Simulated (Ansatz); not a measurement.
# Pd3PbC (Pm-3m): a soft mode frozen in, part 2 of 3

Which phase does Pd3PbC (Pm-3m) fall into along its unstable mode, and how much energy does it gain?

Ansatz 0.2.0; DFT PBEsol, scalar-relativistic, plane waves, PAW; PAW set soft_1.

So far, highest frequency on the path or at a solved wavevector (cm⁻¹): step 2 (phonons on a q mesh) 553. Also lowest frequency on the path (cm⁻¹): step 2 -62.5.

## (4) The mode frozen in, largest atomic shift 0.14 Å

The atoms are moved along the unstable eigenvector, the largest shift by 0.14 Å, with the cell fixed.

The input, input.yaml:

```yaml
crystal:
  lattice:
    - [-4.2208841651, 0.0, 0.0]
    - [0.0, -4.2208841651, -4.2208841651]
    - [0.0, -4.2208841651, 4.2208841651]
  atoms:
    - { symbol: Pd, position: [1.0, 0.0234536049, 0.5] }
    - { symbol: Pd, position: [1.0, 0.4765463951, 0.0] }
    - { symbol: Pd, position: [0.5, 0.25, 0.25] }
    - { symbol: Pd, position: [0.5, 0.75, 0.75] }
    - { symbol: Pd, position: [0.5, 0.75, 0.25] }
    - { symbol: Pd, position: [0.5, 0.25, 0.75] }
    - { symbol: Pb, position: [1.0, 0.9898621455, 0.0] }
    - { symbol: Pb, position: [1.0, 0.5101378545, 0.5] }
    - { symbol: C, position: [0.5, 0.0006456038, 0.5] }
    - { symbol: C, position: [0.5, 0.4993543962, 0.0] }
kpoints:
  mp_grid: { grid: [8, 6, 6] }
hamiltonian:
  xc: pbesol
  pseudopotentials: { kind: paw, azcp: { folder: soft_1 }, xc_functional: pbe }
scf:
  occupations: { method: methfessel_paxton, width: 0.2 }
output:
  forces: true
  stress: true
  eigenvalues: true
```

Run with:

```console
$ ansatz run input.yaml --threads 4 --pin off --max-ram 10240MiB --backend cpu --events-out ev --progress --plain --runs-dir out
```

Numbers of over 12 decimals in the logs are rounded to 6 here.

Output:

```text
[...]
Crystal: 10 atoms, lattice volume = 150.397 Å³
Basis set: ecut = 420 eV, 2911 PW (Γ), exchange–correlation on 60×80×80 points (8 copies of the dense FFT grid, shifted against one another)
Bands: 87, of which v1, the nominal top of the filled ones, is band 72 counted from 1 (71 counted from 0)
Symmetry: 8 space group operations
[...]
k-points: 80 of 288
[...]
k-point 0: bands = [... 68 lower, 16.2136, 16.2438, 16.8230, 16.8275, 17.7895, 18.6358, 18.9414, 18.9431, ... 11 higher]
  k-point 1: bands = [... 68 lower, 16.3947, 16.4656, 16.8335, 16.8808, 17.5081, 18.5103, 19.1222, 19.1397, ... 11 higher]
  k-point 2: bands = [... 68 lower, 16.6867, 16.8435, 17.0054, 17.0110, 17.2324, 18.1528, 19.6586, 19.6754, ... 11 higher]
  k-point 79: bands = [... 68 lower, 16.7902, 16.7902, 16.7975, 16.7975, 18.4733, 18.4733, 21.1767, 21.1767, ... 11 higher]
[key lines of the parts left out:]
SCF converged after 10 iterations
Free energy (F): -65446.341189 eV
Fermi energy:    17.346475 eV
P = ⅓ Tr σ = -0.0356 GPa (-0.356 kbar)
```

Run time: 16 s. Hardware: 4 threads of Arm Neoverse V2, shared host; peak memory 1.1 GiB.

This step gave:

```yaml
pressure: -0.03561 GPa
energy_from_the_undistorted_cell: -0.905 meV/atom
```

The energy, extrapolated to zero smearing, is -0.91 meV/atom against the undistorted cell.

The run ends at a pressure of -0.04 GPa, with forces up to 0.047 eV/Å.

## (5) Energy along the mode, all amplitudes (two of the runs are shown above)

An imaginary frequency means negative curvature, so the energy should fall and then rise again as anharmonic terms take over.

This step gave:

* depth at the lowest point sampled: 0.905 meV/atom
* largest atomic shift at that point: 0.14 Å

Energy from the parent against largest atomic shift:

| largest atomic shift (Å) | energy from the parent (meV/atom) |
| --- | --- |
| 0.000 | 0 |
| 0.040 | -0.103 |
| 0.080 | -0.388 |
| 0.140 | -0.905 |
| 0.220 | -0.727 |
| 0.320 | 2.76 |
| 0.450 | 15.6 |

Displacement at unit largest shift by atom:

| atom | x (Å) | y (Å) | z (Å) | size |
| --- | --- | --- | --- | --- |
| Pd1 | 0.000 | -0.707 | -0.707 | 1.000 |
| Pd2 | 0.000 | 0.707 | 0.707 | 1.000 |
| Pd3 | 0.000 | 0.000 | 0.000 | 0.000 |
| Pd4 | 0.000 | 0.000 | 0.000 | 0.000 |
| Pd5 | 0.000 | 0.000 | 0.000 | 0.000 |
| Pd6 | 0.000 | 0.000 | 0.000 | 0.000 |
| Pb7 | 0.000 | 0.306 | 0.306 | 0.433 |
| Pb8 | 0.000 | -0.306 | -0.306 | 0.433 |
| C9 | 0.000 | -0.019 | -0.019 | 0.027 |
| C10 | 0.000 | 0.019 | 0.019 | 0.027 |

The lowest of the steps tried is at 0.14 Å, 0.905 meV/atom below the parent; the bottom of the well need not coincide with a step.

## (6) Relaxing from the distorted cell

Starting from the lowest point found, all atoms and the cell are let go, so that strain and other modes of the same symmetry can join in.

Edit input.yaml of step 4 so:

```diff
@@ -27 +27,10 @@
   eigenvalues: true
+  write_density: true
+  write_potential: true
+  elf: true
+  volumetric_format: npy
+relax:
+  adjacent_minimum: "off"
+  f_tol: 0.002
+  max_steps: 120
+  cell: { stress_tol: 0.03 }
```

Output:

```text
[...]
Crystal: 10 atoms, lattice volume = 150.397 Å³
Basis set: ecut = 420 eV, 2911 PW (Γ), exchange–correlation on 60×80×80 points (8 copies of the dense FFT grid, shifted against one another)
Bands: 87, of which v1, the nominal top of the filled ones, is band 72 counted from 1 (71 counted from 0)
Symmetry: 8 space group operations
[...]
k-points: 80 of 288
[...]
SCF iter   1: F=—  HF=-65458.043820 eV  |F-HF|=—  |Δ(HF+E_count)|=         —  Δρ=1.74e-1  dr2=5.70e1  ethr=3.10e-3  ⟨swp⟩=6.1  Hψ=27444  notcnv=0  defer=10
[...]
SCF iter  10: F=-65446.341189 eV  HF=-65446.341189 eV  |F-HF|=1.16e-8  |Δ(HF+E_count)|=   9.13e-9  S|Δr|=    0.00e0  Δρ=1.71e-6  dr2=1.35e-8  ethr=6.94e-11  ⟨swp⟩=8.0  Hψ=38423  notcnv=0
SCF 1 converged in 10 iterations: F = -65446.341189 eV  dr2 = 1.35e-8
[...]
relax step   1: F+E_penalty+E_count = -65446.34118916 eV  Δ(F+E_penalty+E_count) = +0.000e0 eV  max|allowed force component| = 3.314e-2 eV/Å  Δτ_max = 0.0000 Å  P = -0.036 GPa  Ω = 150.397 Å³  (10 SCF iters, dr2 threshold 1.00e-7 eV, accepted)
Crystal: 10 atoms, lattice volume = 150.338 Å³
[...]
SCF iter   6: F=-65446.342062 eV  HF=-65446.342062 eV  |F-HF|=9.76e-9  |Δ(HF+E_count)|=   5.29e-8  S|Δr|=    0.00e0  Δρ=1.93e-6  dr2=1.32e-8  ethr=7.58e-11  ⟨swp⟩=10.7  Hψ=45037  notcnv=0
SCF 2 converged in 6 iterations: F = -65446.342062 eV  dr2 = 1.32e-8
relax step   2: F+E_penalty+E_count = -65446.34206214 eV  Δ(F+E_penalty+E_count) = -8.730e-4 eV  max|allowed force component| = 3.549e-2 eV/Å  Δτ_max = 0.0175 Å  P = +0.021 GPa  Ω = 150.338 Å³  energy of the carried Pulay correction = +2.945e-5 eV  (6 SCF iters, dr2 threshold 1.09e-7 eV, accepted)
Crystal: 10 atoms, lattice volume = 150.377 Å³
[...]
SCF iter   6: F=-65446.343082 eV  HF=-65446.343082 eV  |F-HF|=2.32e-9  |Δ(HF+E_count)|=   1.61e-8  S|Δr|=    0.00e0  Δρ=1.48e-6  dr2=3.87e-9  ethr=5.47e-11  ⟨swp⟩=8.0  Hψ=38474  notcnv=0
SCF 3 converged in 6 iterations: F = -65446.343082 eV  dr2 = 3.87e-9
[...]
relax step   3: F+E_penalty+E_count = -65446.34308212 eV  Δ(F+E_penalty+E_count) = -1.020e-3 eV  max|allowed force component| = 2.419e-2 eV/Å  Δτ_max = 0.0115 Å  P = -0.010 GPa  Ω = 150.377 Å³  energy of the carried Pulay correction = +1.014e-5 eV  (6 SCF iters, dr2 threshold 7.87e-8 eV, accepted)
[...]
relax step   4: F+E_penalty+E_count = -65446.34380525 eV  Δ(F+E_penalty+E_count) = -7.231e-4 eV  max|allowed force component| = 1.626e-2 eV/Å  Δτ_max = 0.0210 Å  P = +0.029 GPa  Ω = 150.359 Å³  energy of the carried Pulay correction = +1.911e-5 eV  (6 SCF iters, dr2 threshold 3.66e-8 eV, accepted)
[...]
relax step   5: F+E_penalty+E_count = -65446.34381850 eV  Δ(F+E_penalty+E_count) = -1.324e-5 eV  max|allowed force component| = 1.423e-3 eV/Å  Δτ_max = 0.0042 Å  P = -0.066 GPa  Ω = 150.444 Å³  energy of the carried Pulay correction = -2.326e-5 eV  (6 SCF iters, dr2 threshold 1.65e-8 eV, accepted)
[...]
relax step   6: F+E_penalty+E_count = -65446.34387505 eV  Δ(F+E_penalty+E_count) = -5.655e-5 eV  max|allowed force component| = 2.675e-3 eV/Å  Δτ_max = 0.0004 Å  P = +0.037 GPa  Ω = 150.351 Å³  energy of the carried Pulay correction = +2.300e-5 eV  (5 SCF iters, dr2 threshold 1.66e-8 eV, accepted)
[...]
relax step   7: F+E_penalty+E_count = -65446.34386436 eV  Δ(F+E_penalty+E_count) = +1.069e-5 eV  max|allowed force component| = 2.210e-4 eV/Å  Δτ_max = 0.0005 Å  P = -0.000 GPa  Ω = 150.385 Å³  energy of the carried Pulay correction = +6.380e-6 eV  (5 SCF iters, dr2 threshold 3.54e-9 eV, accepted)
Basis set: ecut = 420 eV, 2913 PW (Γ), exchange–correlation on 60×90×80 points (8 copies of the dense FFT grid, shifted against one another)
[...]
SCF iter   5: F=-65446.343842 eV  HF=-65446.343842 eV  |F-HF|=0.00e0  |Δ(HF+E_count)|=  1.46e-11  S|Δr|=    0.00e0  Δρ=4.88e-8  dr2=5.96e-12  ethr=1.00e-12  ⟨swp⟩=8.8  Hψ=34029  notcnv=0
SCF 8 converged in 5 iterations: F = -65446.343842 eV  dr2 = 5.96e-12
relax step   8: F+E_penalty+E_count = -65446.34384203 eV  Δ(F+E_penalty+E_count) = +2.233e-5 eV  max|allowed force component| = 2.430e-4 eV/Å  Δτ_max = 0.0000 Å  P = +0.000 GPa  Ω = 150.385 Å³  stress off target by 3.35e-3 GPa  SCF on the basis re-selected at this cell (its energy is not comparable with the rows above)  (5 SCF iters)
basis re-selected at this cell: Δ(F+E_penalty+E_count) = +2.233e-5 eV, ΔP = +0.000 GPa vs the last step (what re-selecting the basis moved, of the pressure what is left beyond the Pulay correction that the steps carried, after the strain that the cell walked since its last selection, with what the two solves' SCF thresholds leave and, on support functions, any second-order correction that the steps lacked; it is no measure of the basis error at this ecutwfc). The dense FFT grid was sized anew with the basis: this SCF ran on 30×45×40 points, the steps before it on 30×40×40, so part of this shift can come from that change (see relax.cell in the input reference). [rest of the remark cut]
SCF converged after 5 iterations
[...]
Free energy (F): -65446.343842 eV
[...]
Internal energy: -65446.346611 eV  (E = F + TS)
E sigma→0 (E₀):  -65446.344534 eV
Entropy (-TS):   0.002769 eV (0.277 meV/atom)
Fermi energy:    17.350559 eV
[...]
--- Forces (eV/Å), atoms counted from 1 ---
  atom   1  Pd    -0.00000000     0.00013400     0.00013400
  atom   2  Pd     0.00000000    -0.00013400    -0.00013400
  atom   3  Pd    -0.00000000    -0.00000000     0.00000000
  atom   4  Pd    -0.00000000     0.00000000     0.00000000
  atom   5  Pd     0.00000000     0.00000000    -0.00000000
  atom   6  Pd    -0.00000000     0.00000000     0.00000000
  atom   7  Pb     0.00000000     0.00005470     0.00005470
  atom   8  Pb    -0.00000000    -0.00005470    -0.00005470
  atom   9  C     -0.00000000     0.00024304     0.00024304
  atom  10  C      0.00000000    -0.00024304    -0.00024304
  max |Σ_I F_I| component: 1.73e-18 eV/Å
--- Stress (GPa, compression-positive) ---
       -0.001144       0.000000      -0.000000
        0.000000       0.000607       0.002744
       -0.000000       0.002744       0.000607
  P = ⅓ Tr σ = 0.0000 GPa (0.000 kbar)
--- Band table (eV; the first three rows and the last of 80) ---
  k-point 0: bands = [... 68 lower, 16.2104, 16.2734, 16.8015, 16.8471, 17.7823, 18.7087, 18.9421, 18.9724, ... 11 higher]
  k-point 1: bands = [... 68 lower, 16.3940, 16.5051, 16.8077, 16.8993, 17.5159, 18.5828, 19.1173, 19.1705, ... 11 higher]
  k-point 2: bands = [... 68 lower, 16.6731, 16.8193, 17.0233, 17.0608, 17.2441, 18.2236, 19.6450, 19.7050, ... 11 higher]
  k-point 79: bands = [... 68 lower, 16.7739, 16.7739, 16.7865, 16.7865, 18.4555, 18.4555, 21.1998, 21.1998, ... 11 higher]
--- Relaxed structure (7 steps of the walk, 7 accepted, 1 SCFs on fresh bases) ---
  F+E_penalty+E_count = -65446.34384203 eV   max|allowed force component| = 2.430e-4 eV/Å   (the final SCF, on the basis selected at the relaxed cell)
  cell:  # Å, volume = 150.3845 Å³
    - [-4.211563, 0, 0]
    - [0, -4.235229, -4.235229]
    - [0, -4.215537528376, 4.215537528376]
  atoms:
    - { symbol: Pd, position: [1.000000, 0.030794, 0.5] }
    - { symbol: Pd, position: [1.000000, 0.469206, 0.0] }
    - { symbol: Pd, position: [0.500000, 0.250000, 0.25] }
    - { symbol: Pd, position: [0.500000, 0.750000, 0.750000] }
    - { symbol: Pd, position: [0.500000, 0.750000, 0.250000] }
    - { symbol: Pd, position: [0.500000, 0.250000, 0.75] }
    - { symbol: Pb, position: [1.000000, 0.985337, 0.0] }
    - { symbol: Pb, position: [1.000000, 0.514663, 0.500000] }
    - { symbol: C, position: [0.500000, 0.00147013, 0.5] }
    - { symbol: C, position: [0.500000, 0.498530, 0.0] }
```

The job ended after 2.1 min (4 threads; peak memory 1.1 GiB; 8.2 min of CPU time).

The steps of the relaxation:

| step | energy less that of the first step (eV) | largest force component (eV/Å) | pressure (GPa) | volume (Å³) |
| --- | --- | --- | --- | --- |
| 1 | 0.0000 | 0.0331 | -0.04 | 150.40 |
| 2 | -0.0009 | 0.0355 | 0.02 | 150.34 |
| 3 | -0.0019 | 0.0242 | -0.01 | 150.38 |
| 4 | -0.0026 | 0.0163 | 0.03 | 150.36 |
| 5 | -0.0026 | 0.0014 | -0.07 | 150.44 |
| 6 | -0.0027 | 0.0027 | 0.04 | 150.35 |
| 7 | -0.0027 | 0.0002 | 0.00 | 150.38 |
| 8* | -0.0027 | 0.0002 | 0.00 | 150.38 |

Relaxation steps marked * repeat the geometry before them on a plane-wave basis chosen anew for their cell, so energy and pressure can jump there.

The run keeps the 8 symmetry operations that it works with, so distortions that break them were not tested.

| cell as run | before | after | change |
| --- | --- | --- | --- |
| a (Å) | 4.221 | 4.212 | -0.2 % |
| b (Å) | 5.969 | 5.990 | +0.3 % |
| c (Å) | 5.969 | 5.962 | -0.1 % |
| volume (Å³/atom) | 15.04 | 15.04 | -0.0 % |

The atoms that moved most (Å, as changes of fractional coordinates times the final cell):

| atom | dx | dy | dz | length |
| --- | --- | --- | --- | --- |
| Pd1 | 0.000 | -0.031 | -0.031 | 0.044 |
| Pd2 | 0.000 | 0.031 | 0.031 | 0.044 |
| Pb8 | 0.000 | -0.019 | -0.019 | 0.027 |
| Pb7 | 0.000 | 0.019 | 0.019 | 0.027 |

This step gave:

```yaml
pressure: 2.36e-5 GPa
```

ELF in the ac plane at fractional y = 0.001, with atoms of Pd and Pb and C within 0.2 Å of it. It is the smooth field of the valence electrons, not physical close to the nuclei.

Values, 19 rows by 14 columns, each cell a mean:
```
0.03 0.12 0.35 0.38 0.28 0.20 0.15 0.14 0.16 0.23 0.31 0.40 0.26 0.07
0.22 0.31 0.40 0.34 0.25 0.19 0.16 0.16 0.17 0.21 0.28 0.37 0.38 0.27
0.40 0.39 0.34 0.27 0.21 0.18 0.17 0.17 0.17 0.19 0.23 0.29 0.36 0.40
0.29 0.28 0.25 0.21 0.17 0.17 0.17 0.17 0.17 0.17 0.18 0.22 0.26 0.29
0.21 0.21 0.19 0.17 0.16 0.17 0.18 0.19 0.18 0.17 0.16 0.17 0.20 0.21
0.23 0.21 0.18 0.17 0.20 0.27 0.33 0.35 0.31 0.24 0.18 0.17 0.19 0.22
0.38 0.34 0.24 0.19 0.30 0.49 0.60 0.62 0.57 0.42 0.25 0.19 0.28 0.36
0.40 0.44 0.36 0.25 0.45 0.69 0.68 0.64 0.70 0.64 0.34 0.26 0.42 0.43
0.27 0.36 0.38 0.29 0.53 0.69 0.38 0.20 0.50 0.71 0.40 0.30 0.40 0.32
0.23 0.33 0.38 0.30 0.55 0.67 0.27 0.08 0.43 0.72 0.42 0.31 0.38 0.29
0.35 0.42 0.38 0.26 0.48 0.70 0.60 0.51 0.65 0.67 0.37 0.28 0.42 0.40
0.42 0.41 0.29 0.21 0.37 0.60 0.69 0.71 0.67 0.53 0.29 0.21 0.35 0.42
0.27 0.24 0.18 0.17 0.23 0.33 0.41 0.43 0.39 0.29 0.20 0.17 0.21 0.25
0.20 0.19 0.18 0.16 0.17 0.19 0.22 0.23 0.21 0.18 0.16 0.17 0.18 0.20
0.26 0.25 0.22 0.19 0.17 0.16 0.17 0.17 0.17 0.16 0.17 0.20 0.23 0.25
0.37 0.35 0.30 0.25 0.20 0.17 0.17 0.17 0.17 0.18 0.21 0.26 0.32 0.36
0.33 0.38 0.39 0.31 0.24 0.19 0.17 0.16 0.17 0.20 0.26 0.34 0.40 0.36
0.07 0.17 0.37 0.37 0.27 0.19 0.16 0.15 0.16 0.22 0.30 0.40 0.30 0.12
0.01 0.06 0.31 0.39 0.29 0.20 0.15 0.13 0.16 0.23 0.33 0.40 0.20 0.03
```
Columns run along a (4.2 Å), rows up along c (6.0 Å). Atoms in or near the plane, at fractional coordinates: Pd at (0.00, 0.50), Pb at (0.00, 0.00), C at (0.50, 0.50).

Electrostatic potential energy in the ac plane at fractional y = 0.001, with atoms of Pd and Pb and C within 0.2 Å of it. With pseudopotentials it is smooth inside the atoms' cores, unlike the true potential.

Ten even steps from '_' (-42 eV) to '@' (20 eV), each cell a mean:
```
------**@@@@@@@@@@@@%%++::--
::::==##@@@@@@@@@@@@%%**--::
++**##@@@@@@@@@@@@@@@@%%##++
%%%%@@@@@@@@@@@@@@@@@@@@@@%%
@@@@@@@@@@@@@@@@@@@@@@@@@@@@
%%@@@@@@@@@@@@@@@@@@@@@@@@@@
**##%%@@@@@@@@%%@@@@@@@@%%**
..::**%%@@##++==**%%@@##==::
____--##%%++..__::##%%**::__
____--##%%==____..**%%**..__
__::++%%@@**--::==%%%%##--..
==++##@@@@@@####%%@@@@%%**==
%%%%@@@@@@@@@@@@@@@@@@@@@@%%
@@@@@@@@@@@@@@@@@@@@@@@@@@@@
@@@@@@@@@@@@@@@@@@@@@@@@@@@@
**##%%@@@@@@@@@@@@@@@@@@%%##
----**%%@@@@@@@@@@@@@@##==--
--::--**@@@@@@@@@@@@%%++::--
==--::**%%@@@@@@@@@@%%==::--
```
Columns run along a (4.2 Å; values clipped at the 3rd and 97th percentile), rows up along c (6.0 Å). Atoms in or near the plane, at fractional coordinates: Pd at (0.00, 0.50), Pb at (0.00, 0.00), C at (0.50, 0.50).

Valence density in the ac plane at fractional y = 0.001, with atoms of Pd and Pb and C within 0.2 Å of it. It is the smooth field of the valence electrons, not physical close to the nuclei.

Values in e/Å³, 19 rows by 14 columns, each cell a mean:
```
 6  5  2  1  0  0  0  0  0  0  0  1  3  5
 4  3  1  0  0  0  0  0  0  0  0  1  2  3
 1  1  0  0  0  0  0  0  0  0  0  0  1  1
 0  0  0  0  0  0  0  0  0  0  0  0  0  0
 0  0  0  0  0  0  0  0  0  0  0  0  0  0
 0  0  0  0  0  0  0  0  0  0  0  0  0  0
 1  1  0  0  0  0  1  1  0  0  0  0  1  1
 7  4  2  1  0  1  1  1  1  1  0  1  3  5
13  9  3  1  1  1  1  2  1  1  1  1  5 11
14 10  4  1  1  1  2  1  1  1  1  1  6 12
 9  6  2  1  1  1  1  1  1  1  1  1  3  7
 3  2  1  0  0  1  1  1  1  0  0  0  1  2
 1  0  0  0  0  0  0  0  0  0  0  0  0  0
 0  0  0  0  0  0  0  0  0  0  0  0  0  0
 0  0  0  0  0  0  0  0  0  0  0  0  0  0
 1  1  0  0  0  0  0  0  0  0  0  0  0  1
 2  2  1  0  0  0  0  0  0  0  0  1  1  2
 5  4  2  1  0  0  0  0  0  0  0  1  3  5
 8  6  3  1  0  0  0  0  0  0  0  1  4  6
```
Columns run along a (4.2 Å), rows up along c (6.0 Å). Atoms in or near the plane, at fractional coordinates: Pd at (0.00, 0.50), Pb at (0.00, 0.00), C at (0.50, 0.50).

The distorted start has space group Pmma; the relaxation ends in Pmma.

## (7) The new phase in its own primitive cell

The relaxed structure is symmetrised, reduced to its primitive cell and relaxed tightly, as its phonons need.

The input, input.yaml:

```yaml
crystal:
  lattice:
    - [5.9616703453, 0.0, 0.0]
    - [0.0, 4.211563374, 0.0]
    - [0.0, 0.0, 5.9895177783]
  atoms:
    - { symbol: Pd, position: [0.25, 0.0, 0.7807935069] }
    - { symbol: Pd, position: [0.75, 0.0, 0.2192064931] }
    - { symbol: Pd, position: [0.5, 0.5, 0.0] }
    - { symbol: Pd, position: [0.0, 0.5, 0.5] }
    - { symbol: Pd, position: [0.5, 0.5, 0.5] }
    - { symbol: Pd, position: [0.0, 0.5, 0.0] }
    - { symbol: Pb, position: [0.75, 0.0, 0.7353369365] }
    - { symbol: Pb, position: [0.25, 0.0, 0.2646630635] }
    - { symbol: C, position: [0.25, 0.5, 0.751470134] }
    - { symbol: C, position: [0.75, 0.5, 0.248529866] }
kpoints:
  mp_grid: { grid: [6, 8, 6] }
hamiltonian:
  xc: pbesol
  pseudopotentials: { kind: paw, azcp: { folder: soft_1 }, xc_functional: pbe }
scf:
  occupations: { method: methfessel_paxton, width: 0.2 }
output:
  forces: true
  stress: true
  eigenvalues: true
relax:
  adjacent_minimum: "off"
  f_tol: 0.001
  max_steps: 60
  cell: { stress_tol: 0.01 }
```

Output:

```text
[...]
Crystal: 10 atoms, lattice volume = 150.385 Å³
Basis set: ecut = 420 eV, 2913 PW (Γ), exchange–correlation on 80×60×90 points (8 copies of the dense FFT grid, shifted against one another)
Bands: 87, of which v1, the nominal top of the filled ones, is band 72 counted from 1 (71 counted from 0)
Symmetry: 8 space group operations
[...]
k-points: 80 of 288
[...]
- { symbol: Pd, position: [0.500000, 0.500000, 0.0] }
    - { symbol: Pd, position: [0.0, 0.500000, 0.500000] }
    - { symbol: Pd, position: [0.500000, 0.500000, 0.500000] }
    - { symbol: Pd, position: [0.0, 0.500000, 0.0] }
    - { symbol: Pb, position: [0.750000, 0.0, 0.735337] }
    - { symbol: Pb, position: [0.250000, 0.0, 0.2646630635] }
    - { symbol: C, position: [0.250000, 0.500000, 0.751470] }
    - { symbol: C, position: [0.750000, 0.500000, 0.248530] }
[key lines of the parts left out:]
SCF converged after 6 iterations
Free energy (F): -65446.343842 eV
Fermi energy:    17.350559 eV
P = ⅓ Tr σ = 0.0000 GPa (0.000 kbar)
```

It took 36 s on 4 threads; peak memory 1.1 GiB; 2.3 min of CPU time.

Little changed from the start: no atom moved by 0.005 Å and no cell edge by 0.1 %.

Numbers from this step:

| Quantity | Value |
| --- | --- |
| pressure | 2.37e-5 GPa |

The largest force component left is 0.34 meV/Å and the pressure is 0.000 GPa, within the tolerances set. The cell now holds 15.04 Å³/atom.

(Continued in part 3 of 3.)

[Logs are printed without paths, hosts, clocks, repeated set-up lines and the standing remarks that a program may print on its own settings, such as how far it seeks lower states.]

[Hosts, paths, dates, database ids (printed as entryN), source tags and the programs' standing remarks are cut or masked in the printed files.]
